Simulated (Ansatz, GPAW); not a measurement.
# Work function of OH/Nb(110) at several levels

How far do functional and basis move the work function of OH/Nb(110)?

Program: GPAW 26.7.0 and Ansatz 0.2.0. Level of theory: Ansatz plane waves; slab in vacuum with a dipole correction, relaxation; PAW set soft_1, in the first sound run; inputs show where later runs differ. Results are calculated unless marked as measured.

## (1) Set-up

The cell holds 18 atoms: 16 Nb, 1 O and 1 H. Its edges and angles: a = 5.716 Å, b = 5.716 Å, c = 23.783 Å, α = 90.0°, β = 90.0°, γ = 70.5°. Vacuum lies along c.

## (2) Relaxation

The atoms are relaxed first, since the surface dipole, and with it the work function, follows the positions of the outer layers. The lowest 8 atoms are held at bulk positions and keep their forces.

File input.yaml:

```yaml
crystal:
  lattice:
    - [4.6669047558, -3.3, 0.0]
    - [4.6669047558, 3.3, 0.0]
    - [0.0, 0.0, 23.782612665]
  atoms:
    - { symbol: Nb, position: [0.0, 0.0, 0.2943326748] }
    - { symbol: Nb, position: [0.25, 0.25, 0.392448572] }
    - { symbol: Nb, position: [0.0, 0.0, 0.4905644691] }
    - { symbol: Nb, position: [0.25, 0.25, 0.5886803662] }
    - { symbol: Nb, position: [0.0, 0.5, 0.2943326748] }
    - { symbol: Nb, position: [0.25, 0.75, 0.392448572] }
    - { symbol: Nb, position: [0.0, 0.5, 0.4905644691] }
    - { symbol: Nb, position: [0.25, 0.75, 0.5886803662] }
    - { symbol: Nb, position: [0.5, 0.0, 0.2943326748] }
    - { symbol: Nb, position: [0.75, 0.25, 0.392448572] }
    - { symbol: Nb, position: [0.5, 0.0, 0.4905644691] }
    - { symbol: Nb, position: [0.75, 0.25, 0.5886803662] }
    - { symbol: Nb, position: [0.5, 0.5, 0.2943326748] }
    - { symbol: Nb, position: [0.75, 0.75, 0.392448572] }
    - { symbol: Nb, position: [0.5, 0.5, 0.4905644691] }
    - { symbol: Nb, position: [0.75, 0.75, 0.5886803662] }
    - { symbol: O, position: [0.0, 0.25, 0.6644607507] }
    - { symbol: H, position: [0.0, 0.25, 0.7056673252] }
kpoints:
  mp_grid: { grid: [6, 6, 1] }
hamiltonian:
  xc: pbe
  pseudopotentials: { kind: paw, azcp: { folder: soft_1 } }
scf:
  occupations: { method: fermi_dirac, width: 0.1 }
efield:
  axis: 3
  dipole_correction: true
  ramp_width: 0.05
relax:
  f_tol: 0.02
  max_steps: 60
  constraints: [{ sites: [0, 1, 4, 5, 8, 9, 12, 13] }]
output:
  write_potential: true
  write_density: true
  volumetric_format: npy
```

Run with:

```
> ansatz run input.yaml --threads 4 --pin off --max-ram 8192MiB --backend cpu --events-out ev --progress --plain --runs-dir out
```

Numbers of over 12 decimals in the logs are rounded to 6 here.

The log of the run:

```text
Engine: ansatz 0.2.0, aarch64-unknown-linux-gnu
Pseudopotentials: kind: paw
Pseudopotential: Nb, paw, valence charge 13, recommended cutoff 420 eV (normal), soft_1/Nb.paw.azcp
Pseudopotential: O, paw, valence charge 6, recommended cutoff 420 eV (normal), soft_1/O.paw.azcp
Pseudopotential: H, paw, valence charge 1, recommended cutoff 420 eV (normal), soft_1/H.paw.azcp
Functional definition: PBE
  parameter kappa = 0.804
  parameter beta = 0.066725
  exchange = pbe_x(kappa = kappa, mu = beta*pi^2/3)
  correlation = pbe_c(beta = beta)
Crystal: 18 atoms, lattice volume = 732.542 Å³
Basis set: ecut = 420 eV, 14295 PW (Γ), exchange–correlation on 80×80×320 points (8 copies of the dense FFT grid, shifted against one another)
Bands: 129, of which v1, the nominal top of the filled ones, is band 108 counted from 1 (107 counted from 0)
Symmetry: 2 space group operations
Space group: P2 (ITA 3), of the structure as read, at distance tolerance 9.0e-5 Å
k-points: 20 of 36
Non-local potential: Nb, projectors of the file, l = 0: 3, l = 1: 2, l = 2: 2, l = 3: 1
Non-local potential: O, projectors of the file, l = 0: 2, l = 1: 2, l = 2: 1
Non-local potential: H, projectors of the file, l = 0: 2, l = 1: 1
PAW form: soft (Blöchl's): semilocal exchange-correlation on the pseudo side does not see the compensation charge
PAW one-centre angular grid: Nb, 590 points (default); XC on 64 Gauss nodes
PAW one-centre angular grid: O, 110 points (default); XC on 64 Gauss nodes
PAW one-centre angular grid: H, 110 points (default); XC on 64 Gauss nodes
Initial density: superposition of atomic densities (neutral atoms: chi_scale 0, normalization atom)
Initial wavefunctions: pseudopotential atomic-orbital guess
Functional: x = pbe(κ = 0.804, μ = 0.219515), c = pbe(β = 0.066725)
SCF iter   1: F=—  HF=-73430.510288 eV  |F-HF|=—  |Δ(HF+E_count)|=         —  Δρ=6.45e-2  dr2=1.90e2  ethr=3.10e-3  p=-0.000 e·Å  D=-3.00e-7 V/Å  ΔV_dip=0.00 eV  dr2_dipole=5.47e-1  V_vac-E_F(+/−)=6.60/6.60 eV  ⟨swp⟩=8.8  Hψ=12724  notcnv=0
efield: sawtooth ramp at fractional position 0.9750 (placed from the atoms, in the widest stretch of the axis that holds none; the zero of the levels goes with the place), width 0.0500; the density the first Hamiltonian is built on has a dipole p = -0.000 e·Å; the dipole correction subtracts the counter field D = -3.00e-7 V/Å, which shifts the + side's vacuum level by +0.00 eV against the − side's; the planar-averaged density in the ramp window peaks in size at 7.2e-7 e/Å³
preconditioner: auto → LDOS  [metal: Δε(μ)=0.013 eV  Ē_g=4.081 eV  σ=0.100 eV  W_gap=0.03  n_scr=120 (ndim 8)  ℏωp=12.6 eV  f_vac=0.504  D(μ)=14.02/eV (n_scr^D=76)  β→1.0]
SCF iter   2: F=—  HF=-73423.587618 eV  |F-HF|=—  |Δ(HF+E_count)|=    6.92e0  Δρ=6.76e-2  dr2=1.78e2  ethr=3.10e-3  p=0.407 e·Å  D=1.01e-1 V/Å  ΔV_dip=-2.39 eV  dr2_dipole=3.06e-2  V_vac-E_F(+/−)=1.34/3.74 eV  ⟨swp⟩=14.2  Hψ=14096  notcnv=0
SCF iter   3: F=—  HF=-73413.717703 eV  |F-HF|=—  |Δ(HF+E_count)|=    9.87e0  Δρ=9.78e-3  dr2=3.44e0  ethr=3.10e-3  p=0.139 e·Å  D=3.44e-2 V/Å  ΔV_dip=-0.82 eV  dr2_dipole=1.24e-1  V_vac-E_F(+/−)=4.11/4.93 eV  ⟨swp⟩=8.3  Hψ=9128  notcnv=0
SCF iter   4: F=—  HF=-73413.636097 eV  |F-HF|=—  |Δ(HF+E_count)|=   8.16e-2  Δρ=2.51e-3  dr2=7.74e-2  ethr=1.60e-3  p=0.197 e·Å  D=4.86e-2 V/Å  ΔV_dip=-1.16 eV  dr2_dipole=6.39e-4  V_vac-E_F(+/−)=3.49/4.65 eV  ⟨swp⟩=4.7  Hψ=4947  notcnv=0
SCF iter   5: F=—  HF=-73413.637447 eV  |F-HF|=—  |Δ(HF+E_count)|=   1.35e-3  Δρ=1.18e-3  dr2=3.40e-2  ethr=3.60e-5  p=0.205 e·Å  D=5.07e-2 V/Å  ΔV_dip=-1.21 eV  dr2_dipole=6.93e-4  V_vac-E_F(+/−)=3.35/4.56 eV  ⟨swp⟩=3.5  Hψ=5458  notcnv=0
SCF iter   6: F=—  HF=-73413.637084 eV  |F-HF|=—  |Δ(HF+E_count)|=   3.62e-4  Δρ=4.09e-4  dr2=3.06e-3  ethr=1.58e-5  p=0.206 e·Å  D=5.10e-2 V/Å  ΔV_dip=-1.21 eV  dr2_dipole=2.02e-9  V_vac-E_F(+/−)=3.34/4.55 eV  ⟨swp⟩=2.0  Hψ=3521  notcnv=0
SCF iter   7: F=—  HF=-73413.636694 eV  |F-HF|=—  |Δ(HF+E_count)|=   3.91e-4  Δρ=1.11e-4  dr2=1.48e-4  ethr=1.42e-6  p=0.205 e·Å  D=5.07e-2 V/Å  ΔV_dip=-1.20 eV  dr2_dipole=9.49e-6  V_vac-E_F(+/−)=3.33/4.54 eV  ⟨swp⟩=2.3  Hψ=3958  notcnv=0
SCF iter   8: F=—  HF=-73413.636774 eV  |F-HF|=—  |Δ(HF+E_count)|=   8.01e-5  Δρ=4.39e-5  dr2=3.34e-5  ethr=6.87e-8  p=0.204 e·Å  D=5.04e-2 V/Å  ΔV_dip=-1.20 eV  dr2_dipole=4.70e-8  V_vac-E_F(+/−)=3.33/4.53 eV  ⟨swp⟩=3.0  Hψ=4655  notcnv=0
SCF iter   9: F=-73413.636773 eV  HF=-73413.636777 eV  |F-HF|=3.84e-6  |Δ(HF+E_count)|=   2.98e-6  Δρ=1.44e-5  dr2=5.61e-6  ethr=4.65e-9  p=0.204 e·Å  D=5.04e-2 V/Å  ΔV_dip=-1.20 eV  dr2_dipole=2.02e-6  V_vac-E_F(+/−)=3.33/4.53 eV  ⟨swp⟩=15.0  Hψ=27007  notcnv=0
SCF 1 converged in 9 iterations: F = -73413.636773 eV  dr2 = 5.61e-6
  greatest PAW one-centre occupation: 0.998 electrons in one spin orbital (limit 2), on the Nb atom at site 13 (counted from 0), in its partial waves of l = 0
relax step   1: F+E_penalty+E_count = -73413.63677278 eV  Δ(F+E_penalty+E_count) = +0.000e0 eV  max|allowed force component| = 1.326e0 eV/Å  Δτ_max = 0.0000 Å  (9 SCF iters, dr2 threshold 1.00e-5 eV, accepted)
Initial density: handed on by an earlier stage of this run
Initial wavefunctions: those handed on with the density
iter 1 solved again at ethr=1.47e-3 eV; its pass at ethr=3.10e-3 eV (dr2=3.16e0 eV) is discarded
SCF iter   1: F=—  HF=-73414.164482 eV  |F-HF|=—  |Δ(HF+E_count)|=         —  Δρ=1.41e-2  dr2=3.24e0  ethr=1.47e-3  p=0.204 e·Å  D=5.04e-2 V/Å  ΔV_dip=-1.20 eV  dr2_dipole=2.51e-1  V_vac-E_F(+/−)=3.33/4.53 eV  ⟨swp⟩=1.2  Hψ=10697  notcnv=0
efield: sawtooth ramp at fractional position 0.9750 (handed on by an earlier solve), width 0.0500; the density the first Hamiltonian is built on has a dipole p = 0.204 e·Å; the dipole correction subtracts the counter field D = 5.04e-2 V/Å, which shifts the + side's vacuum level by -1.20 eV against the − side's; the planar-averaged density in the ramp window peaks in size at 7.6e-6 e/Å³
preconditioner: auto → LDOS  [metal: Δε(μ)=0.020 eV  Ē_g=3.462 eV  σ=0.100 eV  W_gap=0.05  n_scr=120 (ndim 8)  ℏωp=12.6 eV  f_vac=0.517  D(μ)=19.66/eV (n_scr^D=120)  β→1.0]
SCF iter   2: F=—  HF=-73413.979033 eV  |F-HF|=—  |Δ(HF+E_count)|=   1.85e-1  Δρ=5.15e-3  dr2=3.29e-1  ethr=1.47e-3  p=0.296 e·Å  D=7.31e-2 V/Å  ΔV_dip=-1.74 eV  dr2_dipole=7.17e-2  V_vac-E_F(+/−)=2.81/4.54 eV  ⟨swp⟩=5.2  Hψ=5432  notcnv=0
SCF iter   3: F=—  HF=-73413.931124 eV  |F-HF|=—  |Δ(HF+E_count)|=   4.79e-2  Δρ=2.17e-3  dr2=6.49e-2  ethr=1.53e-4  p=0.239 e·Å  D=5.90e-2 V/Å  ΔV_dip=-1.40 eV  dr2_dipole=6.10e-4  V_vac-E_F(+/−)=3.13/4.53 eV  ⟨swp⟩=4.0  Hψ=5363  notcnv=0
[...]
relax step   3: F+E_penalty+E_count = -73414.05329249 eV  Δ(F+E_penalty+E_count) = -1.351e-1 eV  max|allowed force component| = 2.380e-1 eV/Å  Δτ_max = 0.1182 Å  (6 SCF iters, dr2 threshold 3.43e-5 eV, accepted)
[...]
relax step   4: F+E_penalty+E_count = -73414.07164568 eV  Δ(F+E_penalty+E_count) = -1.835e-2 eV  max|allowed force component| = 7.711e-2 eV/Å  Δτ_max = 0.0419 Å  (6 SCF iters, dr2 threshold 5.84e-6 eV, accepted)
[...]
relax step   5: F+E_penalty+E_count = -73414.07479865 eV  Δ(F+E_penalty+E_count) = -3.153e-3 eV  max|allowed force component| = 2.229e-2 eV/Å  Δτ_max = 0.0130 Å  (6 SCF iters, dr2 threshold 6.14e-7 eV, accepted)
SCF iter   1: F=—  HF=-73414.075475 eV  |F-HF|=—  |Δ(HF+E_count)|=         —  Δρ=2.38e-4  dr2=9.86e-4  ethr=4.04e-6  p=0.238 e·Å  D=5.87e-2 V/Å  ΔV_dip=-1.40 eV  dr2_dipole=8.37e-5  V_vac-E_F(+/−)=3.13/4.53 eV  ⟨swp⟩=2.5  Hψ=4063  notcnv=0
efield: sawtooth ramp at fractional position 0.9750 (handed on by an earlier solve), width 0.0500; the density the first Hamiltonian is built on has a dipole p = 0.238 e·Å; the dipole correction subtracts the counter field D = 5.87e-2 V/Å, which shifts the + side's vacuum level by -1.40 eV against the − side's; the planar-averaged density in the ramp window peaks in size at 5.9e-6 e/Å³
preconditioner: auto → LDOS  [metal: Δε(μ)=0.014 eV  Ē_g=3.478 eV  σ=0.100 eV  W_gap=0.04  n_scr=120 (ndim 8)  ℏωp=12.6 eV  f_vac=0.517  D(μ)=19.83/eV (n_scr^D=120)  β→1.0]
SCF iter   2: F=—  HF=-73414.075401 eV  |F-HF|=—  |Δ(HF+E_count)|=   7.39e-5  Δρ=8.01e-5  dr2=1.28e-4  ethr=4.59e-7  p=0.238 e·Å  D=5.88e-2 V/Å  ΔV_dip=-1.40 eV  dr2_dipole=7.47e-6  V_vac-E_F(+/−)=3.13/4.53 eV  ⟨swp⟩=2.0  Hψ=3928  notcnv=0
SCF iter   3: F=—  HF=-73414.075403 eV  |F-HF|=—  |Δ(HF+E_count)|=   1.74e-6  Δρ=4.02e-5  dr2=3.71e-5  ethr=5.96e-8  p=0.238 e·Å  D=5.87e-2 V/Å  ΔV_dip=-1.40 eV  dr2_dipole=3.01e-7  V_vac-E_F(+/−)=3.13/4.53 eV  ⟨swp⟩=3.0  Hψ=5033  notcnv=0
SCF iter   4: F=—  HF=-73414.074905 eV  |F-HF|=—  |Δ(HF+E_count)|=   4.98e-4  Δρ=9.16e-6  dr2=1.36e-6  ethr=1.73e-8  p=0.237 e·Å  D=5.87e-2 V/Å  ΔV_dip=-1.40 eV  dr2_dipole=2.80e-8  V_vac-E_F(+/−)=3.13/4.53 eV  ⟨swp⟩=2.8  Hψ=4440  notcnv=0
SCF iter   5: F=—  HF=-73414.074905 eV  |F-HF|=—  |Δ(HF+E_count)|=   2.10e-8  Δρ=2.31e-6  dr2=1.24e-7  ethr=6.31e-10  p=0.238 e·Å  D=5.87e-2 V/Å  ΔV_dip=-1.40 eV  dr2_dipole=2.82e-9  V_vac-E_F(+/−)=3.13/4.53 eV  ⟨swp⟩=2.8  Hψ=3981  notcnv=0
SCF iter   6: F=-73414.074905 eV  HF=-73414.074905 eV  |F-HF|=4.37e-11  |Δ(HF+E_count)|=   3.91e-8  Δρ=6.99e-7  dr2=6.83e-9  ethr=4.65e-11  p=0.237 e·Å  D=5.87e-2 V/Å  ΔV_dip=-1.40 eV  dr2_dipole=1.65e-10  V_vac-E_F(+/−)=3.13/4.53 eV  ⟨swp⟩=10.2  Hψ=18699  notcnv=0
SCF 6 converged in 6 iterations: F = -73414.074905 eV  dr2 = 6.83e-9
relax step   6: F+E_penalty+E_count = -73414.07490497 eV  Δ(F+E_penalty+E_count) = -1.063e-4 eV  max|allowed force component| = 8.628e-3 eV/Å  Δτ_max = 0.0035 Å  (6 SCF iters, accepted)
NSCF: frozen V_eff on 20 k-points
the band table was solved once a step of the walk had ended and its energy, with any forces and stress, was formed, with the checks that follow a solve (11344 applications of the Hamiltonian). They found nothing against the state; the energy, forces and stress were not computed again (output.eigenvalues in the input reference)
WARN: The output density's exchange-correlation potential varies sharply where the density is thin. Do not read a vacuum level from v_tot or v_xc, or from such a field of the output density. On a cell that repeats whose density bears no net charge and no dipole along the vacuum's axis use v_es (v_loc + v_h of the components); under efield.dipole_correction with no amplitude use v_es + v_field, which holds any externa [...]
SCF converged after 6 iterations
Free energy (F): -73414.074905 eV
Harris-Foulkes:  -73414.074905 eV  (|F-HF|=4.37e-11)
Internal energy: -73413.411395 eV  (E = F + TS)
E sigma→0 (E₀):  -73413.743150 eV
Entropy (-TS):   -0.663510 eV (-36.862 meV/atom)
Fermi energy:    5.030875 eV
Dipole field:    D = 0.058674 V/Å  (p = 0.237528 e·Å, saw-weighted, corrected)
Work function:   Φ+ = 3.1325 eV   Φ− = 4.5279 eV
Levels:          The Fermi level and band energies are counted from a zero that moves with the ramp; work functions are not
--- Per-component energies (eV) ---
  E_band       = -3801.034242
  E_kinetic    = 6136.090726
  E_local      = -204526.830873  (includes V_loc(G=0)·N_el)
  E_nonlocal   = 1579.870881
  E_hartree    = 99111.192017
  E_xc         = -2720.502788
  E_vxc        = -3297.514588  (∫ρ·V_xc dr)
  E_paw        = -49480.110422  (= ΣΔE_a)
  E_vpaw       = -1930.469114  (= ΣTr[D̂ρ^β])
  E_aug_tail   = 0.000457  (compensation charges beyond the density's cutoff)
  E_efield     = 0.006968  (sawtooth field / dipole correction)
  E_vefield    = 15.437951  (∫n·V_field dr)
  E_ewald      = 76486.871640
  E_smearing   = -0.663510  (= −TS)
  E_closure    = 0.000000  (closes the sum)
  Σ components = -73414.074905   (vs F -73414.074905, Δ=0.00e0)
--- Forces (eV/Å), atoms counted from 1 ---
  atom   1  Nb     0.01549757    -0.00250382     0.31169165
  atom   2  Nb    -0.01833920    -0.00963114    -0.28000516
  atom   3  Nb    -0.00078738     0.00127182    -0.00048619
  atom   4  Nb     0.00806892     0.00276976    -0.00266960
  atom   5  Nb    -0.01549757     0.00250382     0.31169165
  atom   6  Nb    -0.06795537     0.05645837    -0.36477222
  atom   7  Nb     0.00078738    -0.00127182    -0.00048619
  atom   8  Nb    -0.00862837     0.00299126     0.00276542
  atom   9  Nb     0.01898501     0.00650743     0.32990423
  atom  10  Nb     0.01833920     0.00963114    -0.28000516
  atom  11  Nb    -0.00093833     0.00197293     0.00176592
  atom  12  Nb    -0.00806892    -0.00276976    -0.00266960
  atom  13  Nb    -0.01898501    -0.00650743     0.32990423
  atom  14  Nb     0.06795537    -0.05645837    -0.36477222
  atom  15  Nb     0.00093833    -0.00197293     0.00176592
  atom  16  Nb     0.00862837    -0.00299126     0.00276542
  atom  17  O      0.00000000     0.00000000     0.00474110
  atom  18  H      0.00000000     0.00000000    -0.00121165
  max |Σ_I F_I| component: 8.25e-5 eV/Å
--- Band table (eV; the first three rows and the last of 20) ---
  k-point 0: bands = [... 104 lower, 5.2071, 5.2564, 5.3514, 5.3878, 5.6886, 5.7296, 6.5245, 6.5656, ... 17 higher]
  k-point 1: bands = [... 104 lower, 5.0235, 5.1119, 5.1738, 5.3010, 5.4750, 5.7552, 6.0435, 6.1738, ... 17 higher]
  k-point 2: bands = [... 104 lower, 4.7423, 4.8217, 4.8675, 4.9430, 5.1459, 5.3172, 5.3688, 5.4143, ... 17 higher]
  k-point 19: bands = [... 104 lower, 4.7757, 5.0264, 5.0464, 5.1626, 5.1734, 5.1961, 5.1977, 5.2965, ... 17 higher]
--- Relaxed structure (6 steps of the walk, 6 accepted, 0 SCFs on fresh bases) ---
  F+E_penalty+E_count = -73414.07490497 eV   max|allowed force component| = 8.628e-3 eV/Å
  atoms:
    - { symbol: Nb, position: [0.0, 0.0, 0.2943326748] }
    - { symbol: Nb, position: [0.25, 0.25, 0.392448572] }
    - { symbol: Nb, position: [0.00028846, 0.000336229, 0.492397] }
    - { symbol: Nb, position: [0.259754, 0.248105, 0.590368] }
    - { symbol: Nb, position: [0.0, 0.5, 0.2943326748] }
    - { symbol: Nb, position: [0.25, 0.75, 0.392448572] }
    - { symbol: Nb, position: [-0.00028846, 0.499664, 0.492397] }
    - { symbol: Nb, position: [0.254913, 0.733393, 0.584673] }
    - { symbol: Nb, position: [0.5, 0.0, 0.2943326748] }
    - { symbol: Nb, position: [0.75, 0.25, 0.392448572] }
    - { symbol: Nb, position: [0.502410, 4.084659053821271e-5, 0.490678] }
    - { symbol: Nb, position: [0.740246, 0.251895, 0.590368] }
    - { symbol: Nb, position: [0.5, 0.5, 0.2943326748] }
    - { symbol: Nb, position: [0.75, 0.75, 0.392448572] }
    - { symbol: Nb, position: [0.497590, 0.499959, 0.490678] }
    - { symbol: Nb, position: [0.745087, 0.766607, 0.584673] }
    - { symbol: O, position: [0.0, 0.25, 0.654612] }
    - { symbol: H, position: [0.0, 0.25, 0.695339] }
```

Elapsed: 5.4 min, on 4 threads of Arm Neoverse V1, shared host; peak memory 2.6 GiB.

This run has no spin polarisation although its electron count is odd.

The steps of the relaxation:

| step | energy less that of the first step (eV) | largest force component (eV/Å) |
| --- | --- | --- |
| 1 | 0.0000 | 1.3261 |
| 2 | -0.2814 | 0.7409 |
| 3 | -0.4165 | 0.2380 |
| 4 | -0.4349 | 0.0771 |
| 5 | -0.4380 | 0.0223 |
| 6 | -0.4381 | 0.0086 |

The run keeps the 2 symmetry operations that it works with, so distortions that break them were not tested.

The atoms that moved most (Å):

```csv
atom,dx,dy,dz,length
H18,0.000,0.000,-0.246,0.246
O17,0.000,0.000,-0.234,0.234
Nb16,0.055,0.071,-0.095,0.131
Nb8,-0.055,-0.071,-0.095,0.131
Nb4,0.037,-0.038,0.040,0.067
Nb12,-0.037,0.038,0.040,0.067
Nb3,0.003,0.000,0.044,0.044
Nb7,-0.003,0.000,0.044,0.044
```

Final coordinates:

```
Nb O H
1.0
     4.66690   -3.30000    0.00000
     4.66690    3.30000    0.00000
     0.00000    0.00000   23.78261
Nb O H
16 1 1
Direct
  0.00000 0.00000 0.29433
  0.25000 0.25000 0.39245
  0.00029 0.00034 0.49240
  0.25975 0.24810 0.59037
  0.00000 0.50000 0.29433
  0.25000 0.75000 0.39245
  0.99971 0.49966 0.49240
  0.25491 0.73339 0.58467
  0.50000 0.00000 0.29433
  0.75000 0.25000 0.39245
  0.50241 0.00004 0.49068
  0.74025 0.25190 0.59037
  0.50000 0.50000 0.29433
  0.75000 0.75000 0.39245
  0.49759 0.49996 0.49068
  0.74509 0.76661 0.58467
  0.00000 0.25000 0.65461
  0.00000 0.25000 0.69534
```

This step gave:

```yaml
free_energy: -73414.0749 eV
smearing_term_ts: 0.6635 eV
symmetry_operations: 2
upper_work_function: 3.133 eV
lower_work_function: 4.528 eV
dipole_along_the_normal: 0.2375 e·Å
dipole_field: 0.05867 V/Å
vacuum_level_above: 8.163 eV
vacuum_level_below: 9.559 eV
```

Table of electrostatic potential energy of an electron (with the applied field's), less the Fermi level, planar mean by z:

| z (Å) | electrostatic potential energy of an electron (with the applied field's), less the Fermi level, planar mean (eV) |
| --- | --- |
| 0.0 | 3.83 |
| 0.5 | 4.42 |
| 1.0 | 4.53 |
| 1.5 | 4.53 |
| 2.0 | 4.53 |
| 2.5 | 4.53 |
| 3.0 | 4.52 |
| 3.5 | 4.51 |
| 4.0 | 4.46 |
| 4.5 | 4.30 |
| 5.0 | 3.83 |
| 5.5 | 2.45 |
| 6.0 | -1.73 |
| 6.5 | -13.0 |
| 7.0 | -20.2 |
| 7.5 | -12.5 |
| 8.0 | -1.98 |
| 8.5 | -4.39 |
| 9.0 | -16.3 |
| 9.5 | -19.0 |
| 10.0 | -8.24 |
| 10.5 | -1.13 |
| 11.0 | -7.57 |
| 11.5 | -18.6 |
| 12.0 | -16.7 |
| 12.5 | -4.97 |
| 13.0 | -2.67 |
| 13.5 | -13.2 |
| 14.0 | -20.0 |
| 14.5 | -12.5 |
| 15.0 | -2.13 |
| 15.5 | 0.410 |
| 16.0 | 2.07 |
| 16.5 | 2.53 |
| 17.0 | 2.92 |
| 17.5 | 3.08 |
| 18.0 | 3.12 |
| 18.5 | 3.13 |
| 19.0 | 3.13 |
| 19.5 | 3.13 |
| 20.0 | 3.13 |
| 20.5 | 3.13 |
| 21.0 | 3.13 |
| 21.5 | 3.13 |
| 22.0 | 3.13 |
| 22.5 | 3.13 |
| 23.0 | 3.13 |
| 23.5 | 3.50 |

The valence density, planar mean oscillates, so the rows of the table below give means over windows of 2.38 Å about each position, cut where the curve ends. Its maxima inside the range that stand out by 2 % of the span (Å: e/Å³): 7.0: 1.29, 9.4: 1.29, 11.7: 1.28, 14.0: 1.29, 15.5: 0.272. Its minima: 8.2: 0.262, 10.6: 0.253, 12.8: 0.281, 15.2: 0.220.

The valence density, planar mean by z; means over each step:

```
z (Å)  valence density, planar mean (e/Å³)
 1.19                               8.8e-6
 3.57                              0.00212
 5.95                                0.426
 8.33                                0.734
10.71                                0.721
13.09                                0.757
15.47                                0.288
17.85                              0.00432
20.23                               8.3e-6
```

The relaxation lowered the energy of the cell by 0.438 eV.

[end of part 1 of 3]

[Logs are printed without paths, hosts, clocks, repeated set-up lines and the standing remarks that a program may print on its own settings, such as how far it seeks lower states.]

[Hosts, paths, dates, database ids (printed as entryN), source tags and the programs' standing remarks are cut or masked in the printed files.]
